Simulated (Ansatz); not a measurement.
**Σ9 (221) boundary in fcc Cu: structure and resistance**

How much does the Σ9 (221) boundary in fcc Cu reflect electrons?

Program: Ansatz 0.2.0. Level of theory: Ansatz plane-wave DFT, PBE, PAW files; relaxation of a bicrystal slab with its lowest layers held; PAW set soft_1, in the first sound run; inputs show where later runs differ. Results are calculated unless marked as measured.

### 1. The structure

The cell holds 32 atoms: 32 Cu. Its edges and angles: a = 2.556 Å, b = 7.668 Å, c = 30.280 Å, α = 90.0°, β = 90.0°, γ = 90.0°. It derives from Cu. built on the (2 2 1) plane; 2 overlapping atoms removed and the grains opened by 0 Å. Vacuum lies along c.

### 2. Relaxing the bicrystal

The boundary is built by mirroring the lower grain in the boundary plane and removing any atoms that overlap. A thin bicrystal slab is relaxed first, with the lowest layers held and the upper grain free to shift and open.

File input.yaml:

```yaml
crystal:
  lattice:
    - [2.5561627297, 0.0, 0.0]
    - [0.0, 7.6684881892, 0.0]
    - [0.0, 0.0, 30.2797866656]
  atoms:
    - { symbol: Cu, position: [0.9999999997, 0.1111111111, 0.1651266588] }
    - { symbol: Cu, position: [0.4999999997, 0.3888888889, 0.185024201] }
    - { symbol: Cu, position: [0.9999999998, 0.6666666667, 0.2049217432] }
    - { symbol: Cu, position: [0.4999999998, 0.9444444445, 0.2248192854] }
    - { symbol: Cu, position: [0.9999999998, 0.2222222222, 0.2447168276] }
    - { symbol: Cu, position: [0.4999999998, 0.5, 0.2646143698] }
    - { symbol: Cu, position: [0.9999999998, 0.7777777778, 0.284511912] }
    - { symbol: Cu, position: [0.4999999999, 0.0555555556, 0.3044094542] }
    - { symbol: Cu, position: [0.9999999999, 0.3333333333, 0.3243069964] }
    - { symbol: Cu, position: [0.4999999999, 0.6111111111, 0.3442045387] }
    - { symbol: Cu, position: [0.9999999999, 0.8888888889, 0.3641020809] }
    - { symbol: Cu, position: [0.4999999999, 0.1666666667, 0.3839996231] }
    - { symbol: Cu, position: [1.0, 0.4444444444, 0.4038971653] }
    - { symbol: Cu, position: [0.5, 0.7222222222, 0.4237947075] }
    - { symbol: Cu, position: [0.0, 0.0, 0.4436922497] }
    - { symbol: Cu, position: [1.0, 0.4444444444, 0.4834873341] }
    - { symbol: Cu, position: [0.4999999999, 0.1666666667, 0.5033848763] }
    - { symbol: Cu, position: [0.9999999999, 0.8888888889, 0.5232824185] }
    - { symbol: Cu, position: [0.4999999999, 0.6111111111, 0.5431799608] }
    - { symbol: Cu, position: [0.9999999999, 0.3333333333, 0.563077503] }
    - { symbol: Cu, position: [0.4999999999, 0.0555555556, 0.5829750452] }
    - { symbol: Cu, position: [0.9999999998, 0.7777777778, 0.6028725874] }
    - { symbol: Cu, position: [0.4999999998, 0.5, 0.6227701296] }
    - { symbol: Cu, position: [0.9999999998, 0.2222222222, 0.6426676718] }
    - { symbol: Cu, position: [0.4999999998, 0.9444444445, 0.662565214] }
    - { symbol: Cu, position: [0.9999999998, 0.6666666667, 0.6824627562] }
    - { symbol: Cu, position: [0.4999999997, 0.3888888889, 0.7023602984] }
    - { symbol: Cu, position: [0.9999999997, 0.1111111111, 0.7222578406] }
    - { symbol: Cu, position: [0.4999999997, 0.8333333334, 0.7421553829] }
    - { symbol: Cu, position: [0.9999999997, 0.5555555556, 0.7620529251] }
    - { symbol: Cu, position: [0.4999999997, 0.2777777778, 0.7819504673] }
    - { symbol: Cu, position: [0.9999999996, 0.0, 0.8018480095] }
kpoints:
  mp_grid: { grid: [9, 3, 1] }
hamiltonian:
  xc: pbe
  pseudopotentials: { kind: paw, azcp: { folder: soft_1 } }
scf:
  occupations: { method: fermi_dirac, width: 0.1 }
relax:
  f_tol: 0.03
  max_steps: 80
  constraints: [{ sites: [0, 1, 2, 3, 4] }]
```

Run with:

```sh
> ansatz run input.yaml --threads 4 --pin off --max-ram 15360MiB --backend cpu --events-out ev --progress --plain --runs-dir out
```

Numbers of over 12 decimals in the logs are rounded to 6 here.

The log of the run:

```text
Engine: ansatz 0.2.0, aarch64-unknown-linux-gnu
Pseudopotentials: kind: paw
Pseudopotential: Cu, paw, valence charge 19, recommended cutoff 420 eV (normal), soft_1/Cu.paw.azcp
Functional definition: PBE
  parameter kappa = 0.804
  parameter beta = 0.066725
  exchange = pbe_x(kappa = kappa, mu = beta*pi^2/3)
  correlation = pbe_c(beta = beta)
Crystal: 32 atoms, lattice volume = 593.541 Å³
Basis set: ecut = 420 eV, 11701 PW (Γ), exchange–correlation on 36×108×432 points (8 copies of the dense FFT grid, shifted against one another)
Bands: 365, of which v1, the nominal top of the filled ones, is band 304 counted from 1 (303 counted from 0)
Symmetry: 2 space group operations
Space group: Pm (ITA 6), of the structure as read, at distance tolerance 8.4e-5 Å
k-points: 10 of 27 (time reversal used)
Non-local potential: Cu, projectors of the file, l = 0: 3, l = 1: 2, l = 2: 3, l = 3: 1
PAW form: soft (Blöchl's): semilocal exchange-correlation on the pseudo side does not see the compensation charge
PAW one-centre angular grid: Cu, 590 points (default); XC on 64 Gauss nodes
Initial density: superposition of atomic densities (neutral atoms: chi_scale 0, normalization atom)
Initial wavefunctions: pseudopotential atomic-orbital guess
Functional: x = pbe(κ = 0.804, μ = 0.219515), c = pbe(β = 0.066725)
SCF iter   1: F=—  HF=-212028.263457 eV  |F-HF|=—  |Δ(HF+E_count)|=         —  Δρ=2.07e-1  dr2=1.55e2  ethr=3.10e-3  ⟨swp⟩=5.6  Hψ=13111  notcnv=0  defer=200
preconditioner: auto → LDOS  [metal: Δε(μ)=0.029 eV  Ē_g=8.173 eV  σ=0.100 eV  W_gap=0.07  n_scr=198 (ndim 8)  ℏωp=28.6 eV  f_vac=0.324  D(μ)=14.85/eV (n_scr^D=84)  β→1.0]
SCF iter   2: F=—  HF=-212208.607541 eV  |F-HF|=—  |Δ(HF+E_count)|=    1.80e2  Δρ=4.34e-1  dr2=6.28e2  ethr=3.10e-3  ⟨swp⟩=4.0  Hψ=11383  notcnv=0  defer=389  recentre
SCF iter   3: F=—  HF=-212002.954174 eV  |F-HF|=—  |Δ(HF+E_count)|=    2.06e2  Δρ=5.04e-2  dr2=9.81e0  ethr=3.10e-3  ⟨swp⟩=4.0  Hψ=9433  notcnv=0  defer=422
SCF iter   4: F=—  HF=-212001.437109 eV  |F-HF|=—  |Δ(HF+E_count)|=    1.52e0  Δρ=2.31e-2  dr2=1.80e0  ethr=1.61e-3  ⟨swp⟩=2.5  Hψ=6062  notcnv=0  defer=400
SCF iter   5: F=—  HF=-212001.106841 eV  |F-HF|=—  |Δ(HF+E_count)|=   3.30e-1  Δρ=4.97e-3  dr2=7.09e-2  ethr=2.96e-4  ⟨swp⟩=2.0  Hψ=6224  notcnv=0  defer=404
SCF iter   6: F=—  HF=-212001.127395 eV  |F-HF|=—  |Δ(HF+E_count)|=   2.06e-2  Δρ=2.47e-3  dr2=2.15e-2  ethr=1.17e-5  ⟨swp⟩=2.1  Hψ=6042  notcnv=0  defer=404
SCF iter   7: F=—  HF=-212001.131066 eV  |F-HF|=—  |Δ(HF+E_count)|=   3.67e-3  Δρ=8.82e-4  dr2=3.16e-3  ethr=3.53e-6  ⟨swp⟩=2.0  Hψ=5854  notcnv=0  defer=404
SCF iter   8: F=—  HF=-212001.132663 eV  |F-HF|=—  |Δ(HF+E_count)|=   1.60e-3  Δρ=5.10e-4  dr2=1.41e-3  ethr=5.20e-7  ⟨swp⟩=2.7  Hψ=5755  notcnv=0  defer=404
SCF iter   9: F=—  HF=-212001.132575 eV  |F-HF|=—  |Δ(HF+E_count)|=   8.75e-5  Δρ=1.63e-4  dr2=2.37e-4  ethr=2.32e-7  ⟨swp⟩=2.0  Hψ=4884  notcnv=0  defer=404
SCF iter  10: F=-212001.132599 eV  HF=-212001.132585 eV  |F-HF|=1.41e-5  |Δ(HF+E_count)|=   1.02e-5  Δρ=4.67e-5  dr2=1.04e-5  ethr=3.70e-9  ⟨swp⟩=3.0  Hψ=13480  notcnv=0
SCF 1 converged in 10 iterations: F = -212001.132599 eV  dr2 = 1.04e-5
  greatest PAW one-centre occupation: 1.000 electrons in one spin orbital (limit 2), on the Cu atom at site 0 (counted from 0), in its partial waves of l = 0
relax step   1: F+E_penalty+E_count = -212001.13259938 eV  Δ(F+E_penalty+E_count) = +0.000e0 eV  max|allowed force component| = 5.403e-1 eV/Å  Δτ_max = 0.0000 Å  (10 SCF iters, dr2 threshold 2.25e-5 eV, accepted)
Initial density: handed on by an earlier stage of this run
Initial wavefunctions: those handed on with the density
iter 1 solved again at ethr=5.33e-5 eV; its pass at ethr=3.10e-3 eV (dr2=3.24e-1 eV) is discarded
SCF iter   1: F=—  HF=-212001.354447 eV  |F-HF|=—  |Δ(HF+E_count)|=         —  Δρ=9.12e-3  dr2=2.67e-1  ethr=5.33e-5  ⟨swp⟩=2.0  Hψ=13064  notcnv=0  defer=400
preconditioner: auto → LDOS  [metal: Δε(μ)=0.067 eV  Ē_g=9.005 eV  σ=0.100 eV  W_gap=0.16  n_scr=198 (ndim 8)  ℏωp=28.6 eV  f_vac=0.324  D(μ)=8.78/eV (n_scr^D=40)  β→1.0]
SCF iter   2: F=—  HF=-212001.310267 eV  |F-HF|=—  |Δ(HF+E_count)|=   4.42e-2  Δρ=8.59e-3  dr2=2.75e-1  ethr=4.40e-5  ⟨swp⟩=2.0  Hψ=6250  notcnv=0  defer=400
SCF iter   3: F=—  HF=-212001.300670 eV  |F-HF|=—  |Δ(HF+E_count)|=   9.60e-3  Δρ=8.44e-3  dr2=2.64e-1  ethr=4.40e-5  ⟨swp⟩=2.0  Hψ=6198  notcnv=0  defer=400
SCF iter   4: F=—  HF=-212001.260615 eV  |F-HF|=—  |Δ(HF+E_count)|=   4.01e-2  Δρ=3.54e-3  dr2=4.36e-2  ethr=4.34e-5  ⟨swp⟩=2.0  Hψ=4807  notcnv=0  defer=404
SCF iter   5: F=—  HF=-212001.252263 eV  |F-HF|=—  |Δ(HF+E_count)|=   8.35e-3  Δρ=7.73e-4  dr2=1.97e-3  ethr=7.18e-6  ⟨swp⟩=2.0  Hψ=5982  notcnv=0  defer=404
SCF iter   6: F=—  HF=-212001.252447 eV  |F-HF|=—  |Δ(HF+E_count)|=   1.85e-4  Δρ=9.28e-5  dr2=4.30e-5  ethr=3.24e-7  ⟨swp⟩=2.4  Hψ=5173  notcnv=0  defer=404
SCF iter   7: F=—  HF=-212001.252509 eV  |F-HF|=—  |Δ(HF+E_count)|=   6.16e-5  Δρ=1.08e-4  dr2=7.33e-5  ethr=3.00e-9  ⟨swp⟩=4.6  Hψ=11639  notcnv=0
SCF iter   8: F=—  HF=-212001.252507 eV  |F-HF|=—  |Δ(HF+E_count)|=   1.61e-6  Δρ=6.58e-5  dr2=2.25e-5  ethr=7.08e-9  ⟨swp⟩=2.0  Hψ=5426  notcnv=0  defer=404
SCF iter   9: F=-212001.252504 eV  HF=-212001.252505 eV  |F-HF|=1.24e-6  |Δ(HF+E_count)|=   2.52e-6  Δρ=9.22e-6  dr2=1.54e-6  ethr=3.00e-9  ⟨swp⟩=3.0  Hψ=9757  notcnv=0
SCF 2 converged in 9 iterations: F = -212001.252504 eV  dr2 = 1.54e-6
relax step   2: F+E_penalty+E_count = -212001.25250362 eV  Δ(F+E_penalty+E_count) = -1.199e-1 eV  max|allowed force component| = 4.678e-1 eV/Å  Δτ_max = 0.0882 Å  (9 SCF iters, dr2 threshold 1.82e-5 eV, accepted)
SCF iter   1: F=—  HF=-212001.673689 eV  |F-HF|=—  |Δ(HF+E_count)|=         —  Δρ=1.51e-2  dr2=7.44e-1  ethr=1.22e-3  ⟨swp⟩=5.6  Hψ=9204  notcnv=0  defer=405
preconditioner: auto → LDOS  [metal: Δε(μ)=0.070 eV  Ē_g=8.997 eV  σ=0.100 eV  W_gap=0.17  n_scr=198 (ndim 8)  ℏωp=28.6 eV  f_vac=0.326  D(μ)=8.92/eV (n_scr^D=42)  β→1.0]
SCF iter   2: F=—  HF=-212001.517413 eV  |F-HF|=—  |Δ(HF+E_count)|=   1.56e-1  Δρ=1.16e-2  dr2=5.52e-1  ethr=1.22e-4  ⟨swp⟩=2.1  Hψ=7444  notcnv=0  defer=407
SCF iter   3: F=—  HF=-212001.497384 eV  |F-HF|=—  |Δ(HF+E_count)|=   2.00e-2  Δρ=1.19e-2  dr2=5.31e-1  ethr=9.08e-5  ⟨swp⟩=2.0  Hψ=6226  notcnv=0  defer=407
SCF iter   4: F=—  HF=-212001.421518 eV  |F-HF|=—  |Δ(HF+E_count)|=   7.59e-2  Δρ=4.29e-3  dr2=6.68e-2  ethr=8.74e-5  ⟨swp⟩=2.0  Hψ=5440  notcnv=0  defer=407
SCF iter   5: F=—  HF=-212001.410857 eV  |F-HF|=—  |Δ(HF+E_count)|=   1.07e-2  Δρ=1.61e-3  dr2=9.28e-3  ethr=1.10e-5  ⟨swp⟩=2.0  Hψ=6390  notcnv=0  defer=405
SCF iter   6: F=—  HF=-212001.409660 eV  |F-HF|=—  |Δ(HF+E_count)|=   1.20e-3  Δρ=2.32e-4  dr2=2.66e-4  ethr=1.53e-6  ⟨swp⟩=2.0  Hψ=5165  notcnv=0  defer=405
SCF iter   7: F=—  HF=-212001.409707 eV  |F-HF|=—  |Δ(HF+E_count)|=   4.77e-5  Δρ=2.13e-4  dr2=1.79e-4  ethr=4.37e-8  ⟨swp⟩=3.0  Hψ=7299  notcnv=0  defer=405
SCF iter   8: F=—  HF=-212001.409694 eV  |F-HF|=—  |Δ(HF+E_count)|=   1.29e-5  Δρ=1.17e-4  dr2=6.23e-5  ethr=2.94e-8  ⟨swp⟩=2.0  Hψ=4902  notcnv=0  defer=405
SCF iter   9: F=-212001.409681 eV  HF=-212001.409688 eV  |F-HF|=6.57e-6  |Δ(HF+E_count)|=   6.64e-6  Δρ=2.51e-5  dr2=8.38e-6  ethr=2.25e-9  ⟨swp⟩=3.0  Hψ=13477  notcnv=0
SCF 3 converged in 9 iterations: F = -212001.409681 eV  dr2 = 8.38e-6
relax step   3: F+E_penalty+E_count = -212001.40968114 eV  Δ(F+E_penalty+E_count) = -1.572e-1 eV  max|allowed force component| = 1.387e-1 eV/Å  Δτ_max = 0.2000 Å  (9 SCF iters, dr2 threshold 1.37e-5 eV, accepted)
[...]
relax step   4: F+E_penalty+E_count = -212001.42554116 eV  Δ(F+E_penalty+E_count) = -1.586e-2 eV  max|allowed force component| = 4.009e-2 eV/Å  Δτ_max = 0.1591 Å  (10 SCF iters, dr2 threshold 1.69e-6 eV, accepted)
SCF iter   1: F=—  HF=-212001.432755 eV  |F-HF|=—  |Δ(HF+E_count)|=         —  Δρ=2.17e-3  dr2=1.47e-2  ethr=2.87e-5  ⟨swp⟩=3.8  Hψ=6573  notcnv=0  defer=409
preconditioner: auto → LDOS  [metal: Δε(μ)=0.058 eV  Ē_g=9.039 eV  σ=0.100 eV  W_gap=0.14  n_scr=198 (ndim 8)  ℏωp=28.6 eV  f_vac=0.328  D(μ)=8.84/eV (n_scr^D=42)  β→1.0]
SCF iter   2: F=—  HF=-212001.427320 eV  |F-HF|=—  |Δ(HF+E_count)|=   5.43e-3  Δρ=9.46e-4  dr2=4.37e-3  ethr=2.42e-6  ⟨swp⟩=2.3  Hψ=6953  notcnv=0  defer=409
SCF iter   3: F=—  HF=-212001.427056 eV  |F-HF|=—  |Δ(HF+E_count)|=   2.65e-4  Δρ=1.16e-3  dr2=4.61e-3  ethr=7.19e-7  ⟨swp⟩=2.5  Hψ=6415  notcnv=0  defer=409
SCF iter   4: F=—  HF=-212001.426241 eV  |F-HF|=—  |Δ(HF+E_count)|=   8.15e-4  Δρ=1.75e-4  dr2=1.18e-4  ethr=7.19e-7  ⟨swp⟩=2.0  Hψ=6022  notcnv=0  defer=409
SCF iter   5: F=—  HF=-212001.426201 eV  |F-HF|=—  |Δ(HF+E_count)|=   4.04e-5  Δρ=1.27e-4  dr2=5.21e-5  ethr=1.94e-8  ⟨swp⟩=2.8  Hψ=6091  notcnv=0  defer=409
SCF iter   6: F=—  HF=-212001.426867 eV  |F-HF|=—  |Δ(HF+E_count)|=   6.66e-4  Δρ=2.01e-5  dr2=1.84e-6  ethr=8.58e-9  ⟨swp⟩=2.0  Hψ=5641  notcnv=0  defer=409
SCF iter   7: F=—  HF=-212001.426868 eV  |F-HF|=—  |Δ(HF+E_count)|=   1.29e-6  Δρ=1.50e-5  dr2=8.41e-7  ethr=3.02e-10  ⟨swp⟩=3.0  Hψ=7215  notcnv=0  defer=409
SCF iter   8: F=—  HF=-212001.426868 eV  |F-HF|=—  |Δ(HF+E_count)|=   2.29e-8  Δρ=9.24e-6  dr2=3.15e-7  ethr=1.38e-10  ⟨swp⟩=2.0  Hψ=4959  notcnv=0  defer=409
SCF iter   9: F=-212001.426868 eV  HF=-212001.426868 eV  |F-HF|=1.47e-8  |Δ(HF+E_count)|=   4.15e-8  Δρ=2.45e-6  dr2=2.48e-8  ethr=1.64e-11  ⟨swp⟩=3.0  Hψ=13393  notcnv=0
SCF 5 converged in 9 iterations: F = -212001.426868 eV  dr2 = 2.48e-8
relax step   5: F+E_penalty+E_count = -212001.42686831 eV  Δ(F+E_penalty+E_count) = -1.327e-3 eV  max|allowed force component| = 1.973e-2 eV/Å  Δτ_max = 0.0247 Å  (9 SCF iters, accepted)
SCF converged after 9 iterations
Free energy (F): -212001.426868 eV
Harris-Foulkes:  -212001.426868 eV  (|F-HF|=1.47e-8)
Internal energy: -212001.132178 eV  (E = F + TS)
E sigma→0 (E₀):  -212001.279523 eV
Entropy (-TS):   -0.294690 eV (-9.209 meV/atom)
Fermi energy:    8.795256 eV
--- Per-component energies (eV) ---
  E_band       = -16278.451208
  E_kinetic    = 8363.800653
  E_local      = -1152354.062961  (includes V_loc(G=0)·N_el)
  E_nonlocal   = 28513.291244
  E_hartree    = 562905.409519
  E_xc         = -2193.818611
  E_vxc        = -2831.614794  (∫ρ·V_xc dr)
  E_paw        = -58109.696915  (= ΣΔE_a)
  E_vpaw       = -23780.664973  (= ΣTr[D̂ρ^β])
  E_aug_tail   = 0.030617  (compensation charges beyond the density's cutoff)
  E_ewald      = 400873.914277
  E_smearing   = -0.294690  (= −TS)
  E_closure    = -0.000000  (closes the sum)
  Σ components = -212001.426868   (vs F -212001.426868, Δ=0.00e0)
--- Forces (eV/Å), atoms counted from 1 ---
  atom   1  Cu     0.00000000     0.10389997     0.41311611
  atom   2  Cu     0.00000000    -0.03001892    -0.03484633
  atom   3  Cu     0.00000000     0.04574904    -0.07681144
  atom   4  Cu    -0.00000000    -0.10955867    -0.27156184
  atom   5  Cu    -0.00000000    -0.02373286    -0.01837854
  atom   6  Cu    -0.00000000    -0.00040363    -0.00146414
  atom   7  Cu    -0.00000000    -0.00068605     0.00098098
  atom   8  Cu     0.00000000     0.00262260    -0.00083539
  atom   9  Cu    -0.00000000    -0.00116275    -0.00000688
  atom  10  Cu    -0.00000000     0.00220341     0.00299130
  atom  11  Cu     0.00000000    -0.00471514     0.00477773
  atom  12  Cu    -0.00000000     0.00054795     0.00001715
  atom  13  Cu    -0.00000000     0.00183182    -0.00186754
  atom  14  Cu     0.00000000     0.00197900     0.00017304
  atom  15  Cu    -0.00000000    -0.00042152    -0.00020419
  atom  16  Cu    -0.00000000    -0.00073792     0.00160737
  atom  17  Cu    -0.00000000     0.00140641     0.00009068
  atom  18  Cu     0.00000000    -0.00159532    -0.00315792
  atom  19  Cu    -0.00000000     0.00131919    -0.00254543
  atom  20  Cu     0.00000000    -0.00010590    -0.00358525
  atom  21  Cu     0.00000000     0.00228010    -0.00017617
  atom  22  Cu     0.00000000    -0.00051215    -0.00284696
  atom  23  Cu    -0.00000000     0.00083771    -0.00070916
  atom  24  Cu    -0.00000000     0.00136625    -0.00192327
  atom  25  Cu     0.00000000     0.00067080    -0.00163771
  atom  26  Cu    -0.00000000     0.00289835    -0.00009682
  atom  27  Cu    -0.00000000     0.00036714     0.00183989
  atom  28  Cu     0.00000000    -0.00226479     0.00534327
  atom  29  Cu    -0.00000000     0.00166026     0.00657772
  atom  30  Cu    -0.00000000    -0.00072131     0.00228186
  atom  31  Cu     0.00000000    -0.00183446     0.00268270
  atom  32  Cu     0.00000000     0.00683754    -0.01973168
  max |Σ_I F_I| component: 9.32e-5 eV/Å
--- Relaxed structure (5 steps of the walk, 5 accepted, 0 SCFs on fresh bases) ---
  F+E_penalty+E_count = -212001.42686831 eV   max|allowed force component| = 1.973e-2 eV/Å
  atoms:
    - { symbol: Cu, position: [1.0, 0.111111, 0.165127] }
    - { symbol: Cu, position: [0.5, 0.388889, 0.185024] }
    - { symbol: Cu, position: [1.0, 0.666667, 0.204922] }
    - { symbol: Cu, position: [0.5, 0.944444, 0.224819] }
    - { symbol: Cu, position: [1.0, 0.222222, 0.244717] }
    - { symbol: Cu, position: [0.5, 0.503028, 0.264062] }
    - { symbol: Cu, position: [1.0, 0.781260, 0.285031] }
    - { symbol: Cu, position: [0.5, 0.056384, 0.305392] }
    - { symbol: Cu, position: [1.0, 0.338710, 0.323561] }
    - { symbol: Cu, position: [0.5, 0.617749, 0.344628] }
    - { symbol: Cu, position: [1.0, 0.886548, 0.367043] }
    - { symbol: Cu, position: [0.5, 0.176531, 0.383513] }
    - { symbol: Cu, position: [1.0, 0.453062, 0.402208] }
    - { symbol: Cu, position: [0.5, 0.719961, 0.437090] }
    - { symbol: Cu, position: [4.579988546515729e-18, 0.013751, 0.440946] }
    - { symbol: Cu, position: [1.0, 0.475652, 0.480539] }
    - { symbol: Cu, position: [0.5, 0.190546, 0.496424] }
    - { symbol: Cu, position: [1.0, 0.897015, 0.514892] }
    - { symbol: Cu, position: [0.5, 0.630866, 0.538927] }
    - { symbol: Cu, position: [1.0, 0.349562, 0.557897] }
    - { symbol: Cu, position: [0.5, 0.068291, 0.575904] }
    - { symbol: Cu, position: [1.0, 0.794156, 0.597691] }
    - { symbol: Cu, position: [0.5, 0.515131, 0.618337] }
    - { symbol: Cu, position: [1.0, 0.234586, 0.637049] }
    - { symbol: Cu, position: [0.5, 0.957199, 0.657476] }
    - { symbol: Cu, position: [1.0, 0.681190, 0.678269] }
    - { symbol: Cu, position: [0.5, 0.401189, 0.697638] }
    - { symbol: Cu, position: [1.0, 0.121006, 0.716835] }
    - { symbol: Cu, position: [0.5, 0.839224, 0.739369] }
    - { symbol: Cu, position: [1.0, 0.565096, 0.758057] }
    - { symbol: Cu, position: [0.5, 0.291209, 0.776959] }
    - { symbol: Cu, position: [1.0, 0.017429, 0.794134] }
```

It took 11 min on 4 threads of Arm Neoverse V1, shared host; peak memory 4.5 GiB; 43 min of CPU time.

The steps of the relaxation:

```
step  energy less that of the first step (eV)  largest force component (eV/Å)
   1                                   0.0000                          0.5403
   2                                  -0.1199                          0.4678
   3                                  -0.2771                          0.1387
   4                                  -0.2929                          0.0401
   5                                  -0.2943                          0.0197
```

The run keeps the 2 symmetry operations that it works with, so distortions that break them were not tested.

The atoms that moved most (Å):

```
atom     dx      dy      dz  length
Cu14  0.000  -0.017   0.403   0.403
Cu17  0.000   0.183  -0.211   0.279
Cu32  0.000   0.134  -0.234   0.269
Cu18  0.000   0.062  -0.254   0.262
Cu16  0.000   0.239  -0.089   0.255
Cu21  0.000   0.098  -0.214   0.235
Cu22  0.000   0.126  -0.157   0.201
Cu20  0.000   0.124  -0.157   0.200
```

Final coordinates:

```cif
data_structure
_symmetry_space_group_name_H-M 'P 1'
_symmetry_Int_Tables_number 1
_cell_length_a 2.5562
_cell_length_b 7.6685
_cell_length_c 30.2798
_cell_angle_alpha 90.000
_cell_angle_beta 90.000
_cell_angle_gamma 90.000
_cell_volume 593.54
loop_
_atom_site_label
_atom_site_type_symbol
_atom_site_fract_x
_atom_site_fract_y
_atom_site_fract_z
_atom_site_occupancy
Cu1 Cu 0.00000 0.11111 0.16513 1
Cu2 Cu 0.50000 0.38889 0.18502 1
Cu3 Cu 0.00000 0.66667 0.20492 1
Cu4 Cu 0.50000 0.94444 0.22482 1
Cu5 Cu 0.00000 0.22222 0.24472 1
Cu6 Cu 0.50000 0.50303 0.26406 1
Cu7 Cu 0.00000 0.78126 0.28503 1
Cu8 Cu 0.50000 0.05638 0.30539 1
Cu9 Cu 0.00000 0.33871 0.32356 1
Cu10 Cu 0.50000 0.61775 0.34463 1
Cu11 Cu 0.00000 0.88655 0.36704 1
Cu12 Cu 0.50000 0.17653 0.38351 1
Cu13 Cu 0.00000 0.45306 0.40221 1
Cu14 Cu 0.50000 0.71996 0.43709 1
Cu15 Cu 0.00000 0.01375 0.44095 1
Cu16 Cu 0.00000 0.47565 0.48054 1
Cu17 Cu 0.50000 0.19055 0.49642 1
Cu18 Cu 0.00000 0.89701 0.51489 1
Cu19 Cu 0.50000 0.63087 0.53893 1
Cu20 Cu 0.00000 0.34956 0.55790 1
Cu21 Cu 0.50000 0.06829 0.57590 1
Cu22 Cu 0.00000 0.79416 0.59769 1
Cu23 Cu 0.50000 0.51513 0.61834 1
Cu24 Cu 0.00000 0.23459 0.63705 1
Cu25 Cu 0.50000 0.95720 0.65748 1
Cu26 Cu 0.00000 0.68119 0.67827 1
Cu27 Cu 0.50000 0.40119 0.69764 1
Cu28 Cu 0.00000 0.12101 0.71683 1
Cu29 Cu 0.50000 0.83922 0.73937 1
Cu30 Cu 0.00000 0.56510 0.75806 1
Cu31 Cu 0.50000 0.29121 0.77696 1
Cu32 Cu 0.00000 0.01743 0.79413 1
```

Numbers from this step:

```yaml
free_energy: -212001.4269 eV
energy_at_zero_smearing: -212001.2795 eV
fermi_energy: 8.795 eV
```

The largest force component on a free atom ends at 0.020 eV/Å, under the tolerance of 0.03, after 5 steps.

(Part 1 of 3 ends here.)

[Logs are printed without paths, hosts, clocks, repeated set-up lines and the standing remarks that a program may print on its own settings, such as how far it seeks lower states.]

[Hosts, paths, dates, database ids (printed as entryN), source tags and the programs' standing remarks are cut or masked in the printed files.]
